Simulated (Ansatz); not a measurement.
**Lattice dynamics of HfSi (model cell, started as CsCl type)**

Task: relax HfSi (model cell, started as CsCl type), then find its harmonic phonons.

Calculated with Ansatz 0.2.0; DFT LDA, scalar-relativistic, plane waves, PAW.

The structure was built from a prototype and need not be the compound's stable phase.

## 1. Set-up

It takes space group Pm-3m (No. 221, cubic). The conventional cell has a = 3.194 Å, b = 3.194 Å, c = 3.194 Å, α = 90.00°, β = 90.00°, γ = 90.00°. Nearest to Hf lie 8 Si at 2.77 Å. Nearest to Si lie 8 Hf at 2.77 Å. Farther neighbours are not listed.

Structure file:

```cif
data_structure
_symmetry_space_group_name_H-M 'Pm-3m'
_symmetry_Int_Tables_number 221
_cell_length_a 3.1944
_cell_length_b 3.1944
_cell_length_c 3.1944
_cell_angle_alpha 90.000
_cell_angle_beta 90.000
_cell_angle_gamma 90.000
_cell_volume 32.60
loop_
_atom_site_label
_atom_site_type_symbol
_atom_site_symmetry_multiplicity
_atom_site_Wyckoff_symbol
_atom_site_fract_x
_atom_site_fract_y
_atom_site_fract_z
_atom_site_occupancy
Hf1 Hf 1 a 0.00000 0.00000 0.00000 1
Si1 Si 1 b 0.50000 0.50000 0.50000 1
```

## 2. Relaxation

The cell and atoms are relaxed, since residual forces and stress would shift the frequencies.

Contents of input.yaml:

```yaml
crystal:
  lattice:
    - [3.19436, 0.0, 0.0]
    - [0.0, 3.19436, 0.0]
    - [0.0, 0.0, 3.19436]
  atoms:
    - { symbol: Hf, position: [0.0, 0.0, 0.0] }
    - { symbol: Si, position: [0.5, 0.5, 0.5] }
kpoints:
  mp_grid: { grid: [14, 14, 14] }
hamiltonian:
  xc: lda
scf:
  occupations: { method: gaussian, width: 0.1 }
output:
  forces: true
  stress: true
  eigenvalues: true
  write_density: true
  write_potential: true
  elf: true
  volumetric_format: npy
relax:
  adjacent_minimum: "off"
  f_tol: 0.005
  max_steps: 80
  cell: { stress_tol: 0.05 }
```

Command:

```bash
> ansatz run input.yaml --threads 4 --pin off --max-ram 7168MiB --backend cpu --events-out ev --progress --plain --runs-dir out
```

Numbers of over 12 decimals in the logs are rounded to 6 here.

Log:

```text
Engine: ansatz 0.2.0, aarch64-unknown-linux-gnu
Pseudopotentials: kind: paw
Pseudopotential: Hf, paw, valence charge 26, recommended cutoff 420 eV (normal), Hf.paw.azcp
Pseudopotential: Si, paw, valence charge 4, recommended cutoff 420 eV (normal), Si.paw.azcp
Functional definition: SPW92
  exchange = slater_x
  correlation = pw_c
Crystal: 2 atoms, lattice volume = 32.595 Å³
Basis set: ecut = 420 eV, 619 PW (Γ)
Bands: 19, of which v1, the nominal top of the filled ones, is band 15 counted from 1 (14 counted from 0)
Symmetry: 48 space group operations
Space group: Pm-3m (ITA 221), of the structure as read, at distance tolerance 3.2e-5 Å
k-points: 120 of 2744
Non-local potential: Hf, projectors of the file, l = 0: 3, l = 1: 2, l = 2: 2, l = 3: 3
Non-local potential: Si, projectors of the file, l = 0: 2, l = 1: 2, l = 2: 2
PAW form: soft (Blöchl's): semilocal exchange-correlation on the pseudo side does not see the compensation charge
PAW frozen core: Hf, regenerated for the run's functional, and the local potential with it (the file was generated under x = pbe(κ = 0.804, μ = 0.219515), c = pbe(β = 0.066725))
PAW frozen core: Si, regenerated for the run's functional, and the local potential with it (the file was generated under x = pbe(κ = 0.804, μ = 0.219515), c = pbe(β = 0.066725))
PAW one-centre angular grid: Hf, 590 points (default); XC on 64 Gauss nodes
PAW one-centre angular grid: Si, 110 points (default); XC on 64 Gauss nodes
Initial density: superposition of atomic densities (neutral atoms: chi_scale 0, normalization atom), corrected by the library's trained network
Initial wavefunctions: pseudopotential atomic-orbital guess
Functional: x = slater, c = lda
SCF iter   1: F=—  HF=-16086.157765 eV  |F-HF|=—  |Δ(HF+E_count)|=         —  Δρ=8.06e-3  dr2=2.53e-2  ethr=1.77e-3  ⟨swp⟩=5.0  Hψ=9943  notcnv=0
preconditioner: auto → none  [metal: Δε(μ)=0.011 eV  Ē_g=16.694 eV  σ=0.100 eV  W_gap=0.06  n_scr=6 (ndim 8)  ℏωp=34.4 eV  f_vac=0.000  D(μ)=2.04/eV (n_scr^D=18)  sad-step TF]
SCF iter   2: F=—  HF=-16086.153121 eV  |F-HF|=—  |Δ(HF+E_count)|=   4.64e-3  Δρ=4.58e-3  dr2=7.25e-3  ethr=8.44e-5  ⟨swp⟩=1.0  Hψ=3242  notcnv=0
SCF iter   3: F=—  HF=-16086.152110 eV  |F-HF|=—  |Δ(HF+E_count)|=   1.01e-3  Δρ=1.15e-3  dr2=2.91e-4  ethr=2.42e-5  ⟨swp⟩=2.0  Hψ=3590  notcnv=0  defer=1
SCF iter   4: F=—  HF=-16086.151342 eV  |F-HF|=—  |Δ(HF+E_count)|=   7.68e-4  Δρ=2.97e-4  dr2=1.95e-5  ethr=9.69e-7  ⟨swp⟩=2.2  Hψ=4105  notcnv=0  defer=2
SCF iter   5: F=—  HF=-16086.151351 eV  |F-HF|=—  |Δ(HF+E_count)|=   9.33e-6  Δρ=5.59e-5  dr2=6.34e-7  ethr=6.49e-8  ⟨swp⟩=2.0  Hψ=4075  notcnv=0  defer=2
SCF iter   6: F=-16086.151350 eV  HF=-16086.151350 eV  |F-HF|=2.43e-8  |Δ(HF+E_count)|=   9.24e-7  Δρ=7.65e-6  dr2=2.99e-8  ethr=3.33e-10  ⟨swp⟩=9.8  Hψ=20302  notcnv=0
SCF 1 converged in 6 iterations: F = -16086.151350 eV  dr2 = 2.99e-8
  greatest PAW one-centre occupation: 0.998 electrons in one spin orbital (limit 2), on the Hf atom at site 0 (counted from 0), in its partial waves of l = 3
relax step   1: F+E_penalty+E_count = -16086.15135020 eV  Δ(F+E_penalty+E_count) = +0.000e0 eV  max|allowed force component| = 6.574e-31 eV/Å  Δτ_max = 0.0000 Å  P = +3.825 GPa  Ω = 32.595 Å³  (6 SCF iters, dr2 threshold 1.00e-7 eV, accepted)
Crystal: 2 atoms, lattice volume = 34.380 Å³
Basis set: ecut = 420 eV, 691 PW (Γ)
Initial density: handed on by an earlier stage of this run
Initial wavefunctions: those handed on with the density
iter 1 solved again at ethr=8.42e-6 eV; its pass at ethr=3.10e-3 eV (dr2=2.53e-3 eV) is discarded
SCF iter   1: F=—  HF=-16086.150400 eV  |F-HF|=—  |Δ(HF+E_count)|=         —  Δρ=2.40e-3  dr2=2.55e-3  ethr=8.42e-6  ⟨swp⟩=1.9  Hψ=13468  notcnv=0
preconditioner: auto → none  [metal: Δε(μ)=0.009 eV  Ē_g=16.550 eV  σ=0.100 eV  W_gap=0.05  n_scr=6 (ndim 8)  ℏωp=33.5 eV  f_vac=0.000  D(μ)=2.44/eV (n_scr^D=26)]
SCF iter   2: F=—  HF=-16086.149527 eV  |F-HF|=—  |Δ(HF+E_count)|=   8.73e-4  Δρ=6.79e-4  dr2=2.41e-4  ethr=8.42e-6  ⟨swp⟩=2.0  Hψ=4040  notcnv=0
SCF iter   3: F=—  HF=-16086.149446 eV  |F-HF|=—  |Δ(HF+E_count)|=   8.17e-5  Δρ=1.99e-4  dr2=5.06e-6  ethr=8.03e-7  ⟨swp⟩=2.0  Hψ=3615  notcnv=0
SCF iter   4: F=—  HF=-16086.149434 eV  |F-HF|=—  |Δ(HF+E_count)|=   1.12e-5  Δρ=1.00e-4  dr2=1.59e-6  ethr=1.69e-8  ⟨swp⟩=2.7  Hψ=4742  notcnv=0
iter 5 did not close the SCF: its close was put off for the readings that it lacked (scf_convergence_deferred on its scf_iter line)
SCF iter   5: F=-16086.149435 eV  HF=-16086.149436 eV  |F-HF|=3.68e-8  |Δ(HF+E_count)|=   1.19e-6  Δρ=8.38e-6  dr2=2.92e-8  ethr=5.30e-9  ⟨swp⟩=2.0  Hψ=4085  notcnv=0
SCF iter   6: F=-16086.149435 eV  HF=-16086.149435 eV  |F-HF|=5.64e-11  |Δ(HF+E_count)|=   1.72e-8  Δρ=6.24e-7  dr2=4.45e-11  ethr=9.75e-11  ⟨swp⟩=5.9  Hψ=14765  notcnv=0
SCF 2 converged in 6 iterations: F = -16086.149435 eV  dr2 = 4.45e-11
relax step   2: F+E_penalty+E_count = -16086.14943550 eV  Δ(F+E_penalty+E_count) = +1.915e-3 eV  max|allowed force component| = 2.157e-31 eV/Å  Δτ_max = 0.0000 Å  P = -3.740 GPa  Ω = 34.380 Å³  energy of the carried Pulay correction = -4.763e-4 eV  (6 SCF iters, dr2 threshold 2.00e-7 eV, rejected (line search))
Crystal: 2 atoms, lattice volume = 33.474 Å³
iter 1 solved again at ethr=1.97e-6 eV; its pass at ethr=3.10e-3 eV (dr2=5.91e-4 eV) is discarded
SCF iter   1: F=—  HF=-16086.161158 eV  |F-HF|=—  |Δ(HF+E_count)|=         —  Δρ=1.18e-3  dr2=5.84e-4  ethr=1.97e-6  ⟨swp⟩=1.6  Hψ=12627  notcnv=0
preconditioner: auto → none  [metal: Δε(μ)=0.004 eV  Ē_g=16.560 eV  σ=0.100 eV  W_gap=0.02  n_scr=6 (ndim 8)  ℏωp=34.0 eV  f_vac=0.000  D(μ)=2.29/eV (n_scr^D=26)]
SCF iter   2: F=—  HF=-16086.160956 eV  |F-HF|=—  |Δ(HF+E_count)|=   2.02e-4  Δρ=3.56e-4  dr2=5.60e-5  ethr=1.95e-6  ⟨swp⟩=2.0  Hψ=2775  notcnv=0
SCF iter   3: F=—  HF=-16086.160932 eV  |F-HF|=—  |Δ(HF+E_count)|=   2.46e-5  Δρ=1.41e-4  dr2=6.23e-6  ethr=1.87e-7  ⟨swp⟩=2.0  Hψ=4097  notcnv=0
SCF iter   4: F=—  HF=-16086.160932 eV  |F-HF|=—  |Δ(HF+E_count)|=   4.28e-8  Δρ=5.55e-5  dr2=3.83e-7  ethr=2.08e-8  ⟨swp⟩=2.0  Hψ=4084  notcnv=0
SCF iter   5: F=—  HF=-16086.160933 eV  |F-HF|=—  |Δ(HF+E_count)|=   9.63e-7  Δρ=2.89e-5  dr2=1.84e-7  ethr=1.28e-9  ⟨swp⟩=2.0  Hψ=4087  notcnv=0
SCF iter   6: F=—  HF=-16086.160933 eV  |F-HF|=—  |Δ(HF+E_count)|=   4.39e-9  Δρ=6.11e-6  dr2=7.42e-9  ethr=6.14e-10  ⟨swp⟩=2.4  Hψ=3721  notcnv=0
SCF iter   7: F=—  HF=-16086.160933 eV  |F-HF|=—  |Δ(HF+E_count)|=  4.49e-10  Δρ=4.03e-7  dr2=2.57e-11  ethr=2.47e-11  ⟨swp⟩=2.3  Hψ=3902  notcnv=0
SCF iter   8: F=-16086.160933 eV  HF=-16086.160933 eV  |F-HF|=3.64e-12  |Δ(HF+E_count)|=  1.09e-11  Δρ=3.20e-8  dr2=1.35e-13  ethr=1.00e-12  ⟨swp⟩=5.5  Hψ=10104  notcnv=0
SCF 3 converged in 8 iterations: F = -16086.160933 eV  dr2 = 1.35e-13
relax step   3: F+E_penalty+E_count = -16086.16093281 eV  Δ(F+E_penalty+E_count) = -9.583e-3 eV  max|allowed force component| = 2.178e-31 eV/Å  Δτ_max = 0.0000 Å  P = -0.157 GPa  Ω = 33.474 Å³  energy of the carried Pulay correction = -2.377e-4 eV  (8 SCF iters, accepted)
[...]
relax step   4: F+E_penalty+E_count = -16086.16096040 eV  Δ(F+E_penalty+E_count) = -2.760e-5 eV  max|allowed force component| = 2.597e-30 eV/Å  Δτ_max = 0.0000 Å  P = -0.006 GPa  Ω = 33.438 Å³  energy of the carried Pulay correction = -2.282e-4 eV  (3 SCF iters, dr2 threshold 6.17e-8 eV, accepted)
Initial wavefunctions: pseudopotential atomic-orbital guess (no wavefunctions were taken with the density)
iter 1 solved again at ethr=4.96e-9 eV; its pass at ethr=3.10e-3 eV (dr2=1.49e-6 eV) is discarded
SCF iter   1: F=—  HF=-16086.161210 eV  |F-HF|=—  |Δ(HF+E_count)|=         —  Δρ=2.81e-5  dr2=3.36e-8  ethr=4.96e-9  ⟨swp⟩=3.9  Hψ=17212  notcnv=0
preconditioner: auto → none  [metal: Δε(μ)=0.001 eV  Ē_g=16.573 eV  σ=0.100 eV  W_gap=0.00  n_scr=6 (ndim 8)  ℏωp=34.0 eV  f_vac=0.000  D(μ)=2.30/eV (n_scr^D=26)]
SCF iter   2: F=—  HF=-16086.161210 eV  |F-HF|=—  |Δ(HF+E_count)|=   1.63e-8  Δρ=1.51e-5  dr2=2.32e-8  ethr=1.12e-10  ⟨swp⟩=2.3  Hψ=4145  notcnv=0
SCF iter   3: F=—  HF=-16086.161210 eV  |F-HF|=—  |Δ(HF+E_count)|=   4.58e-9  Δρ=7.13e-6  dr2=3.90e-9  ethr=7.73e-11  ⟨swp⟩=2.0  Hψ=3967  notcnv=0
SCF iter   4: F=—  HF=-16086.161210 eV  |F-HF|=—  |Δ(HF+E_count)|=   2.82e-9  Δρ=2.39e-6  dr2=1.07e-9  ethr=1.30e-11  ⟨swp⟩=2.0  Hψ=4096  notcnv=0
SCF iter   5: F=—  HF=-16086.161210 eV  |F-HF|=—  |Δ(HF+E_count)|=  2.55e-10  Δρ=4.39e-7  dr2=2.22e-11  ethr=3.57e-12  ⟨swp⟩=2.0  Hψ=2755  notcnv=0
SCF iter   6: F=-16086.161210 eV  HF=-16086.161210 eV  |F-HF|=0.00e0  |Δ(HF+E_count)|=  3.64e-12  Δρ=5.87e-8  dr2=1.91e-13  ethr=1.00e-12  ⟨swp⟩=5.1  Hψ=9605  notcnv=0
SCF 5 converged in 6 iterations: F = -16086.161210 eV  dr2 = 1.91e-13
relax step   5: F+E_penalty+E_count = -16086.16121016 eV  Δ(F+E_penalty+E_count) = -2.498e-4 eV  max|allowed force component| = 1.520e-31 eV/Å  Δτ_max = 0.0000 Å  P = +0.000 GPa  Ω = 33.438 Å³  stress off target by 1.31e-4 GPa  SCF on the basis re-selected at this cell (its energy is not comparable with the rows above)  (6 SCF iters)
basis re-selected at this cell: Δ(F+E_penalty+E_count) = -2.498e-4 eV, ΔP = +0.006 GPa vs the last step (what re-selecting the basis moved, of the pressure what is left beyond the Pulay correction that the steps carried, after the strain that the cell walked since its last selection, with what the two solves' SCF thresholds leave and, on support functions, any second-order correction that the steps lacked; it is no m [...]
SCF converged after 6 iterations
Free energy (F): -16086.161210 eV
Harris-Foulkes:  -16086.161210 eV  (|F-HF|=0.00e0)
Internal energy: -16086.149690 eV  (E = F + TS)
E sigma→0 (E₀):  -16086.155450 eV
Entropy (-TS):   -0.011520 eV (-5.760 meV/atom)
Fermi energy:    17.626508 eV
--- Per-component energies (eV) ---
  E_band       = 29.607167
  E_kinetic    = 470.029018
  E_local      = -5802.276292  (includes V_loc(G=0)·N_el)
  E_nonlocal   = -1205.705229
  E_hartree    = 2736.637761
  E_xc         = -354.791127
  E_vxc        = -316.890722  (∫ρ·V_xc dr)
  E_paw        = -7171.972702  (= ΣΔE_a)
  E_vpaw       = 1411.174847  (= ΣTr[D̂ρ^β])
  E_aug_tail   = 0.000005  (compensation charges beyond the density's cutoff)
  E_ewald      = -4760.612696
  E_core_change = 2.541573  (= ΣΔE_core)
  E_smearing   = -0.011520  (= −TS)
  E_closure    = -0.000000  (closes the sum)
  Σ components = -16086.161210   (vs F -16086.161210, Δ=0.00e0)
--- Forces (eV/Å), atoms counted from 1 ---
  atom   1  Hf     0.00000000    -0.00000000    -0.00000000
  atom   2  Si    -0.00000000    -0.00000000     0.00000000
  max |Σ_I F_I| component: 2.55e-31 eV/Å
--- Stress (GPa, compression-positive) ---
        0.000131       0.000000      -0.000000
        0.000000       0.000131      -0.000000
       -0.000000      -0.000000       0.000131
  P = ⅓ Tr σ = 0.0001 GPa (0.001 kbar)
--- Band table (eV; the first three rows and the last of 120) ---
  k-point 0: bands = [... 11 lower, 6.2460, 15.6198, 15.6198, 19.7601, 19.7601, 19.7601, 21.4408, 21.4408]
  k-point 1: bands = [... 11 lower, 6.3387, 15.5409, 15.6703, 19.4585, 19.4585, 19.5983, 21.4704, 21.7679]
  k-point 2: bands = [... 11 lower, 6.6109, 15.2046, 15.8180, 18.8824, 18.8824, 19.4432, 21.5552, 22.4306]
  k-point 119: bands = [... 11 lower, 12.8360, 12.8360, 12.8360, 13.3561, 21.2824, 21.2824, 21.2824, 24.1372]
--- Relaxed structure (4 steps of the walk, 3 accepted, 1 SCFs on fresh bases) ---
  F+E_penalty+E_count = -16086.16121016 eV   max|allowed force component| = 1.520e-31 eV/Å   (the final SCF, on the basis selected at the relaxed cell)
  cell:  # Å, volume = 33.4384 Å³
    - [3.221676, 0, 0]
    - [0, 3.221676, 0.0]
    - [0, 0.0, 3.221676]
  atoms:
    - { symbol: Hf, position: [0, 0, 0] }
    - { symbol: Si, position: [0.5, 0.5, 0.5] }
```

Wall time 5 s (4 threads of Arm Neoverse V2, shared host); peak memory 0.39 GiB.

The steps of the relaxation:

| step | energy less that of the first step (eV) | largest force component (eV/Å) | pressure (GPa) | volume (Å³) |
| --- | --- | --- | --- | --- |
| 1 | 0.0000 | 0.0000 | 3.83 | 32.60 |
| 2 | 0.0019 | 0.0000 | -3.74 | 34.38 |
| 3 | -0.0096 | 0.0000 | -0.16 | 33.47 |
| 4 | -0.0096 | 0.0000 | -0.01 | 33.44 |
| 5* | -0.0099 | 0.0000 | 0.00 | 33.44 |

Relaxation steps marked * repeat the geometry before them on a plane-wave basis chosen anew for their cell, so energy and pressure can jump there. Relaxation step 2 was tried and not accepted.

Forces are held to the 48 operations that the run works with; a distortion that breaks them can't arise in this run.

| conventional cell, symmetrised | before | after | change |
| --- | --- | --- | --- |
| a (Å) | 3.194 | 3.222 | +0.9 % |
| b (Å) | 3.194 | 3.222 | +0.9 % |
| c (Å) | 3.194 | 3.222 | +0.9 % |
| volume (Å³/atom) | 16.30 | 16.72 | +2.6 % |

The relaxed structure:

```xyz
2
Lattice="3.2217 0.0000 0.0000 0.0000 3.2217 0.0000 0.0000 0.0000 3.2217" Properties=species:S:1:pos:R:3 pbc="T T T"
Hf    0.0000    0.0000    0.0000
Si    1.6108    1.6108    1.6108
```

This step gave:

| Property | Result |
| --- | --- |
| pressure | 1.31e-4 GPa |
| volume per atom | 16.72 Å³ |
| gap on the k-mesh | 0 eV |

Electrostatic potential energy in the ac plane at fractional y = 0.000, with atoms of Hf within 0.2 Å of it. With pseudopotentials it is smooth inside the atoms' cores, unlike the true potential.

Ten even steps from '_' (-24 eV) to '@' (20 eV):
```
..______::++##%%@@@@%%##++::______
______..--**%%@@@@@@@@%%**--..____
____..::++##%%@@@@@@@@%%##++::..__
::::--++##%%@@@@@@@@@@@@%%##++--::
++++**##%%%%@@@@@@@@@@@@%%%%##**++
####%%%%@@@@@@@@@@@@@@@@@@@@%%%%##
%%%%@@@@@@@@@@@@@@@@@@@@@@@@@@@@%%
@@@@@@@@@@@@@@@@@@@@@@@@@@@@@@@@@@
@@@@@@@@@@@@@@@@@@@@@@@@@@@@@@@@@@
%%%%@@@@@@@@@@@@@@@@@@@@@@@@@@@@%%
####%%%%@@@@@@@@@@@@@@@@@@@@%%%%##
++++**##%%%%@@@@@@@@@@@@%%%%##**++
::::--++##%%@@@@@@@@@@@@%%##++--::
____..::++##%%@@@@@@@@%%##++::..__
______..--**%%@@@@@@@@%%**--..____
..______::++##%%@@@@%%##++::______
....____::++##%%@@@@%%##++::____..
```
Columns run along a (3.2 Å; values clipped at the 3rd and 97th percentile), rows up along c (3.2 Å). Atoms in or near the plane, at fractional coordinates: Hf at (0.00, 0.00).

ELF in the ac plane at fractional y = 0.000, with atoms of Hf within 0.2 Å of it. It is the smooth field of the valence electrons, not physical close to the nuclei.

Values, 14 rows by 14 columns, each cell a mean:
```
0.81 0.83 0.81 0.66 0.35 0.20 0.26 0.32 0.24 0.21 0.41 0.69 0.82 0.83
0.83 0.81 0.72 0.50 0.25 0.18 0.27 0.33 0.25 0.17 0.29 0.55 0.74 0.82
0.73 0.67 0.51 0.30 0.16 0.19 0.29 0.34 0.27 0.17 0.18 0.33 0.55 0.69
0.46 0.39 0.27 0.16 0.15 0.23 0.32 0.35 0.31 0.21 0.15 0.18 0.29 0.41
0.22 0.20 0.17 0.17 0.22 0.29 0.35 0.36 0.34 0.28 0.21 0.17 0.17 0.21
0.24 0.24 0.25 0.28 0.31 0.35 0.37 0.37 0.36 0.34 0.31 0.27 0.25 0.24
0.32 0.32 0.33 0.34 0.35 0.36 0.37 0.38 0.37 0.36 0.35 0.34 0.33 0.32
0.26 0.26 0.27 0.29 0.32 0.35 0.37 0.37 0.37 0.35 0.32 0.29 0.27 0.26
0.21 0.19 0.18 0.19 0.24 0.31 0.35 0.36 0.35 0.29 0.23 0.19 0.18 0.20
0.40 0.34 0.23 0.15 0.16 0.24 0.32 0.35 0.31 0.22 0.15 0.16 0.25 0.35
0.70 0.64 0.47 0.27 0.15 0.19 0.29 0.34 0.28 0.17 0.16 0.30 0.50 0.66
0.83 0.80 0.70 0.47 0.23 0.18 0.27 0.33 0.25 0.17 0.27 0.51 0.72 0.81
0.82 0.83 0.80 0.64 0.34 0.19 0.26 0.32 0.24 0.20 0.39 0.67 0.81 0.83
0.78 0.82 0.83 0.70 0.40 0.21 0.26 0.32 0.24 0.22 0.46 0.73 0.83 0.81
```
Columns run along a (3.2 Å), rows up along c (3.2 Å). Atoms in or near the plane, at fractional coordinates: Hf at (0.00, 0.00).

Valence density in the ac plane at fractional y = 0.000, with atoms of Hf within 0.2 Å of it. It is the smooth field of the valence electrons, not physical close to the nuclei.

Ten steps, logarithmic in the rise over the least value, from '0' (0 e/Å³) to '9' (36 e/Å³):
```
99864200000024689
88753100000013578
76542100000012456
44321000000001234
22110000000000112
00000000000000000
00000000000000000
00000000000000000
00000000000000000
00000000000000000
00000000000000000
22110000000000112
44321000000001234
76542100000012456
88753100000013578
99864200000024689
99874200000024789
```
Columns run along a (3.2 Å), rows up along c (3.2 Å). Atoms in or near the plane, at fractional coordinates: Hf at (0.00, 0.00).

In this step the volume went from 16.30 to 16.72 Å³/atom.

(Part 1 of 3 ends here.)

[Logs are printed without paths, hosts, clocks, repeated set-up lines and the standing remarks that a program may print on its own settings, such as how far it seeks lower states.]

[Hosts, paths, dates, database ids (printed as entryN), source tags and the programs' standing remarks are cut or masked in the printed files.]
